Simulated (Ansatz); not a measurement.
# Quasi-harmonic thermodynamics of Rh (Rhodium, Fm-3m), part 5 of 5

Aim: the lattice, expansion, heat capacity and bulk modulus of Rhodium as it warms.

Ansatz 0.2.0; DFT LDA, scalar-relativistic, plane waves, PAW (the session's first sound run).

So far, isothermal bulk modulus at 298 K (GPa): step 6 (phonons on strained cells, k-mesh 21×21×21, functional LDA) 304; step 7 (k-mesh 20×20×20, q-mesh 4×4×4) 305. Also principal linear expansion coefficients at 298 K (× 1e-6/K): step 6 8.05; step 7 7.62.

The database entry behind the starting cell differs from later determinations by our own check (an axis about 0.2 % short against later determinations), so it need not match the best structure at ambient conditions.

## Step 8: Relaxing at another setting

The functional, the potentials or the cutoff change, so the crystal is relaxed again at the new setting.

This step: DFT PBE, scalar-relativistic, plane waves, PAW (Ansatz 0.2.0).

Input file input.yaml:

```yaml
crystal:
  lattice:
    - [0.0, 1.8766688955, 1.8766688955]
    - [1.8766688955, 0.0, 1.8766688955]
    - [1.8766688955, 1.8766688955, 0.0]
  atoms:
    - { symbol: Rh, position: [0.0, 0.0, 0.0] }
kpoints:
  mp_grid: { grid: [20, 20, 20] }
hamiltonian:
  xc: pbe
scf:
  occupations: { method: methfessel_paxton, width: 0.2 }
output:
  forces: true
  stress: true
  eigenvalues: true
relax:
  adjacent_minimum: "off"
  f_tol: 0.001
  max_steps: 60
  cell: { stress_tol: 0.01 }
```

On the command line:

```sh
$ ansatz run input.yaml --threads 4 --pin off --max-ram 8192MiB --backend cpu --events-out ev --progress --plain --runs-dir out
```

Numbers of over 12 decimals in the logs are rounded to 6 here.

Log:

```text
[...]
Crystal: 1 atoms, lattice volume = 13.219 Å³
Basis set: ecut = 420 eV, 259 PW (Γ), exchange–correlation on 36×36×36 points (8 copies of the dense FFT grid, shifted against one another)
Bands: 13, of which v1, the nominal top of the filled ones, is band 9 counted from 1 (8 counted from 0)
Symmetry: 48 space group operations
[...]
k-points: 256 of 8000
[...]
SCF iter   1: F=—  HF=-6402.845357 eV  |F-HF|=—  |Δ(HF+E_count)|=         —  Δρ=3.10e-3  dr2=4.60e-4  ethr=1.77e-3  ⟨swp⟩=4.8  Hψ=17897  notcnv=0
[...]
SCF iter   5: F=-6402.845660 eV  HF=-6402.845660 eV  |F-HF|=4.57e-8  |Δ(HF+E_count)|=   2.80e-6  S|Δr|=    0.00e0  Δρ=4.31e-5  dr2=7.09e-8  ethr=5.88e-10  ⟨swp⟩=3.0  Hψ=13067  notcnv=0
SCF 1 converged in 5 iterations: F = -6402.845660 eV  dr2 = 7.09e-8
[...]
relax step   1: F+E_penalty+E_count = -6402.84566047 eV  Δ(F+E_penalty+E_count) = +0.000e0 eV  max|allowed force component| = 0.000e0 eV/Å  Δτ_max = 0.0000 Å  P = +18.143 GPa  Ω = 13.219 Å³  (5 SCF iters, dr2 threshold 1.00e-7 eV, accepted)
Crystal: 1 atoms, lattice volume = 14.588 Å³
Basis set: ecut = 420 eV, 283 PW (Γ), exchange–correlation on 36×36×36 points (8 copies of the dense FFT grid, shifted against one another)
[...]
SCF iter   6: F=-6402.872376 eV  HF=-6402.872376 eV  |F-HF|=1.86e-10  |Δ(HF+E_count)|=  4.64e-11  S|Δr|=    0.00e0  Δρ=1.66e-6  dr2=3.52e-10  ethr=6.31e-11  ⟨swp⟩=2.0  Hψ=9953  notcnv=0
SCF 2 converged in 6 iterations: F = -6402.872376 eV  dr2 = 3.52e-10
relax step   2: F+E_penalty+E_count = -6402.87237551 eV  Δ(F+E_penalty+E_count) = -2.672e-2 eV  max|allowed force component| = 0.000e0 eV/Å  Δτ_max = 0.0000 Å  P = -8.983 GPa  Ω = 14.588 Å³  energy of the carried Pulay correction = -1.026e-3 eV  (6 SCF iters, dr2 threshold 1.00e-7 eV, accepted)
Crystal: 1 atoms, lattice volume = 14.104 Å³
[...]
SCF iter   5: F=-6402.888475 eV  HF=-6402.888475 eV  |F-HF|=3.22e-10  |Δ(HF+E_count)|=   1.41e-7  S|Δr|=    0.00e0  Δρ=7.06e-6  dr2=1.23e-9  ethr=5.88e-10  ⟨swp⟩=4.2  Hψ=10948  notcnv=0
SCF 3 converged in 5 iterations: F = -6402.888475 eV  dr2 = 1.23e-9
relax step   3: F+E_penalty+E_count = -6402.88847503 eV  Δ(F+E_penalty+E_count) = -1.610e-2 eV  max|allowed force component| = 0.000e0 eV/Å  Δτ_max = 0.0000 Å  P = -1.174 GPa  Ω = 14.104 Å³  energy of the carried Pulay correction = -6.752e-4 eV  (5 SCF iters, dr2 threshold 1.00e-7 eV, accepted)
[...]
relax step   4: F+E_penalty+E_count = -6402.88876023 eV  Δ(F+E_penalty+E_count) = -2.852e-4 eV  max|allowed force component| = 0.000e0 eV/Å  Δτ_max = 0.0000 Å  P = -0.020 GPa  Ω = 14.041 Å³  energy of the carried Pulay correction = -6.282e-4 eV  (4 SCF iters, dr2 threshold 1.00e-7 eV, accepted)
[...]
relax step   5: F+E_penalty+E_count = -6402.88876111 eV  Δ(F+E_penalty+E_count) = -8.781e-7 eV  max|allowed force component| = 0.000e0 eV/Å  Δτ_max = 0.0000 Å  P = +0.000 GPa  Ω = 14.040 Å³  energy of the carried Pulay correction = -6.274e-4 eV  (3 SCF iters, dr2 threshold 9.91e-10 eV, accepted)
Basis set: ecut = 420 eV, 283 PW (Γ), exchange–correlation on 40×40×40 points (8 copies of the dense FFT grid, shifted against one another)
[...]
SCF iter   6: F=-6402.889360 eV  HF=-6402.889360 eV  |F-HF|=9.09e-13  |Δ(HF+E_count)|=  1.36e-11  S|Δr|=    0.00e0  Δρ=2.01e-8  dr2=1.70e-14  ethr=1.00e-12  ⟨swp⟩=4.1  Hψ=11136  notcnv=0
SCF 6 converged in 6 iterations: F = -6402.889360 eV  dr2 = 1.70e-14
relax step   6: F+E_penalty+E_count = -6402.88936017 eV  Δ(F+E_penalty+E_count) = -5.991e-4 eV  max|allowed force component| = 0.000e0 eV/Å  Δτ_max = 0.0000 Å  P = -0.004 GPa  Ω = 14.040 Å³  stress off target by 3.66e-3 GPa  SCF on the basis re-selected at this cell (its energy is not comparable with the rows above)  (6 SCF iters)
basis re-selected at this cell: Δ(F+E_penalty+E_count) = -5.991e-4 eV, ΔP = -0.004 GPa vs the last step (what re-selecting the basis moved, of the pressure what is left beyond the Pulay correction that the steps carried, after the strain that the cell walked since its last selection, with what the two solves' SCF thresholds leave and, on support functions, any second-order correction that the steps lacked; it is no measure of the basis error at this ecutwfc). The dense FFT grid was sized anew with the basis: this SCF ran on 20×20×20 points, the steps before it on 18×18×18, so part of this shift can come from that change (see relax.cell in the input reference). [rest of the remark cut]
SCF converged after 6 iterations
[...]
Free energy (F): -6402.889360 eV
[...]
Internal energy: -6402.891728 eV  (E = F + TS)
E sigma→0 (E₀):  -6402.889952 eV
Entropy (-TS):   0.002368 eV (2.368 meV/atom)
Fermi energy:    21.799599 eV
[...]
--- Stress (GPa, compression-positive) ---
       -0.003664      -0.000000      -0.000000
       -0.000000      -0.003664       0.000000
       -0.000000       0.000000      -0.003664
  P = ⅓ Tr σ = -0.0037 GPa (-0.037 kbar)
--- Band table (eV; the first three rows and the last of 256) ---
  k-point 0: bands = [... 5 lower, 18.8154, 18.8154, 18.8154, 20.8342, 20.8342, 37.6175, 42.8427, 42.8427]
  k-point 1: bands = [... 5 lower, 18.7719, 18.8542, 18.8542, 20.8127, 20.8127, 37.7570, 42.3001, 42.9835]
  k-point 2: bands = [... 5 lower, 18.6585, 18.9587, 18.9587, 20.7626, 20.7626, 38.1382, 41.1003, 43.3961]
  k-point 255: bands = [... 5 lower, 18.1123, 18.1123, 20.6371, 22.7528, 31.2659, 31.2659, 32.8315, 34.2463]
--- Relaxed structure (5 steps of the walk, 5 accepted, 1 SCFs on fresh bases) ---
[...]
cell:  # Å, volume = 14.0397 Å³
    - [0, 1.914739, 1.914739]
    - [1.914739, 0, 1.914739]
    - [1.914739, 1.914739, 0]
  atoms:
    - { symbol: Rh, position: [0.0, 0.0, 0.0] }
```

The job ended after 5.2 s (4 threads of Arm Neoverse V1, shared host; peak memory 0.33 GiB; 19 s of CPU time).

Step by step:

```
step  energy less that of the first step (eV)  largest force component (eV/Å)  pressure (GPa)  volume (Å³)
   1                                   0.0000                          0.0000           18.14        13.22
   2                                  -0.0267                          0.0000           -8.98        14.59
   3                                  -0.0428                          0.0000           -1.17        14.10
   4                                  -0.0431                          0.0000           -0.02        14.04
   5                                  -0.0431                          0.0000            0.00        14.04
  6*                                  -0.0437                          0.0000            0.00        14.04
```

Relaxation steps marked * repeat the geometry before them on a plane-wave basis chosen anew for their cell, so energy and pressure can jump there.

```
conventional cell, symmetrised  before  after  change
                         a (Å)   3.753  3.829  +2.0 %
                         b (Å)   3.753  3.829  +2.0 %
                         c (Å)   3.753  3.829  +2.0 %
              volume (Å³/atom)   13.22  14.04  +6.2 %
```

The relaxed structure:

```
Rh
1.0
     0.00000    1.91474    1.91474
     1.91474    0.00000    1.91474
     1.91474    1.91474    0.00000
Rh
1
Direct
  0.00000 0.00000 0.00000
```

Numbers from this step:

```yaml
pressure: -0.003664 GPa
volume_per_atom: 14.04 Å³
```

The residual pressure is -0.0037 GPa, small enough for phonons.

## Step 9: Phonons on strained cells, k-mesh 20×20×20, q-mesh 4×4×4 (run 2)

Thermal expansion follows from how the free energy of the vibrations (and of the electrons in a metal) changes with strain, so the program makes strained cells, their phonons and a fit in one run.

input.yaml, the sections that differ from step 8:

```yaml
crystal:
  lattice:
    - [0.0, 1.9147389546, 1.9147389546]
    - [1.9147389546, 0.0, 1.9147389546]
    - [1.9147389546, 1.9147389546, 0.0]
  atoms:
    - { symbol: Rh, position: [0.0, 0.0, 0.0] }
output:
  eigenvalues: true
phonons:
  method: dfpt
  qmesh: [4, 4, 4]
  temperatures: { t_max: 1200.0, t_step: 50 }
  thermal_expansion: {}
# kpoints, hamiltonian, scf: as in step 8
# relax: removed
```

Log:

```text
[...]
Crystal: 1 atoms, lattice volume = 14.040 Å³
Basis set: ecut = 487.2 eV, 331 PW (Γ), exchange–correlation on 40×40×40 points (8 copies of the dense FFT grid, shifted against one another)
Bands: 13, of which v1, the nominal top of the filled ones, is band 9 counted from 1 (8 counted from 0)
Symmetry: 48 space group operations
[...]
k-points: 256 of 8000
[...]
1150.00    2.74207    2.74207    2.74207    14.5788 |   13.35   13.35   13.35   40.04 |   34.32 |    32.466    29.206 |   201.42   223.90
  1200.00    2.74392    2.74392    2.74392    14.6083 |   13.64   13.64   13.64   40.91 |   34.73 |    32.927    29.420 |   198.51   222.17
[...]
vibrations' free energy: its fit passes through its cells
[...]
free energies summed between the sampled wave vectors
[...]
[key lines of the parts left out:]
SCF converged after 7 iterations
Free energy (F): -6402.891244 eV
Fermi energy:    21.798905 eV
P = ⅓ Tr σ = -0.0293 GPa (-0.293 kbar)
```

Elapsed: 18 min, on 4 threads; peak memory 4.1 GiB.

Changing the level of theory (LDA → PBE) takes the volume expansion at 298 K from 22.9 to 27.9 × 10⁻⁶/K and B_T from 305 to 245 GPa.

## Step 10: The series together

Times are for 4 threads of Arm Neoverse V1, shared host. The series side by side:

```
no.  functional  cutoff (eV)    k-mesh  q-mesh  method  pressure (GPa)  volume expansion coefficient at 298 K (1e-6/K)  C_P at 298 K (J/mol-atom/K)  isothermal bulk modulus at 298 K (GPa)     time  memory (GiB)
  1         lda        487.2  21×21×21   3×3×3    dfpt               0                                           24.14                        24.74                                   304.2  9.3 min           2.6
  2         lda        487.2  20×20×20   4×4×4    dfpt               0                                           22.87                        24.58                                   305.1   16 min           4.0
  3         pbe        487.2  20×20×20   4×4×4    dfpt               0                                           27.94                        25.06                                   244.6   18 min           4.1
```

The runs together, line volume. Table of expansion coefficient, volume by temperature; values in 1e-6/K:

```
temperature (K)  lda, 487.2, 21×21×21, 3×3×3, dfpt, 0  lda, 487.2, 20×20×20, 4×4×4, dfpt, 0  pbe, 487.2, 20×20×20, 4×4×4, dfpt, 0
              0                                     0                                     0                                     0
             50                                  4.51                                  4.02                                  6.05
            100                                  14.5                                  13.3                                  17.5
            150                                  19.4                                  18.2                                  22.8
            200                                  21.8                                  20.6                                  25.4
            250                                  23.2                                  22.0                                  26.9
            298                                  24.1                                  22.9                                  27.9
            300                                  24.2                                  22.9                                  28.0
            350                                  24.9                                  23.6                                  28.8
            400                                  25.5                                  24.2                                  29.6
            450                                  26.1                                  24.7                                  30.2
            500                                  26.6                                  25.2                                  30.9
            550                                  27.1                                  25.6                                  31.5
            600                                  27.6                                  26.1                                  32.1
            650                                  28.0                                  26.5                                  32.7
            700                                  28.5                                  26.9                                  33.4
            750                                    29                                  27.4                                  34.0
            800                                  29.5                                  27.8                                  34.7
            850                                  30.0                                  28.3                                  35.4
            900                                  30.5                                  28.7                                  36.1
            950                                  31.1                                  29.2                                  36.8
           1000                                  31.6                                  29.7                                  37.6
           1050                                  32.2                                  30.2                                  38.4
           1100                                  32.8                                  30.7                                  39.2
           1150                                  33.4                                  31.2                                  40.0
           1200                                  34.0                                  31.8                                  40.9
```

The runs together, line C_P. Table of heat capacity, C_P by temperature; values in J/mol-atom/K:

```
temperature (K)  lda, 487.2, 21×21×21, 3×3×3, dfpt, 0  lda, 487.2, 20×20×20, 4×4×4, dfpt, 0  pbe, 487.2, 20×20×20, 4×4×4, dfpt, 0
              0                                     0                                     0                                     0
             50                                  5.12                                  4.71                                  5.87
            100                                  15.4                                  14.8                                  16.2
            150                                  20.3                                  19.9                                  20.8
            200                                  22.6                                  22.3                                  23.0
            250                                  23.9                                  23.7                                  24.3
            298                                  24.7                                  24.6                                  25.1
            300                                  24.8                                  24.6                                  25.1
            350                                  25.4                                  25.3                                  25.7
            400                                  25.9                                  25.8                                  26.2
            450                                  26.3                                  26.2                                  26.7
            500                                  26.7                                  26.6                                  27.1
            550                                  27.1                                  27.0                                  27.5
            600                                  27.4                                  27.3                                  27.9
            650                                  27.8                                  27.6                                  28.3
            700                                  28.1                                  28.0                                  28.7
            750                                  28.5                                  28.3                                  29.1
            800                                  28.8                                  28.6                                  29.5
            850                                  29.2                                  29.0                                  29.9
            900                                  29.5                                  29.3                                  30.3
            950                                  29.9                                  29.7                                  30.7
           1000                                  30.3                                  30.0                                  31.1
           1050                                  30.6                                  30.4                                  31.6
           1100                                  31.0                                  30.7                                  32.0
           1150                                  31.4                                  31.1                                  32.5
           1200                                  31.8                                  31.5                                  32.9
```

## Step 11: What came out

| Property | Result |
| --- | --- |
| settings of these figures | PBE, 487.2 eV, k 20×20×20, q 4×4×4 |
| volume expansion coefficient at 298 K | 27.94 1e-6/K |
| C_P at 298 K | 25.06 J/mol-atom/K |
| entropy at 298 K | 33.27 J/mol-atom/K |
| isothermal bulk modulus at 298 K | 244.6 GPa |
| Grüneisen parameter at 298 K | 2.373 |
| volume at 298 K | 14.16 Å³/atom |
| principal linear expansion coefficients at 298 K | 9.313, 9.313, 9.313 1e-6/K |

In words: Near room temperature Rhodium expands by 27.9 × 10⁻⁶/K in volume by PBE, with C_P = 25.1 J/(mol K) per mole of atoms and B_T = 245 GPa. The q-mesh is coarse, and the expansion can converge slowly with it. C_P at room temperature is 100 % of the classical 3R an atom. In this metal the study includes the electrons' free energy, which adds a term that grows with temperature, so the heat capacities need not level off at 3R.

[Logs are printed without paths, hosts, clocks, repeated set-up lines and the standing remarks that a program may print on its own settings, such as how far it seeks lower states.]

[Hosts, paths, dates, database ids (printed as entryN), source tags and the programs' standing remarks are cut or masked in the printed files.]

[A step with changed settings may run another functional than the one named; its input shows which.]
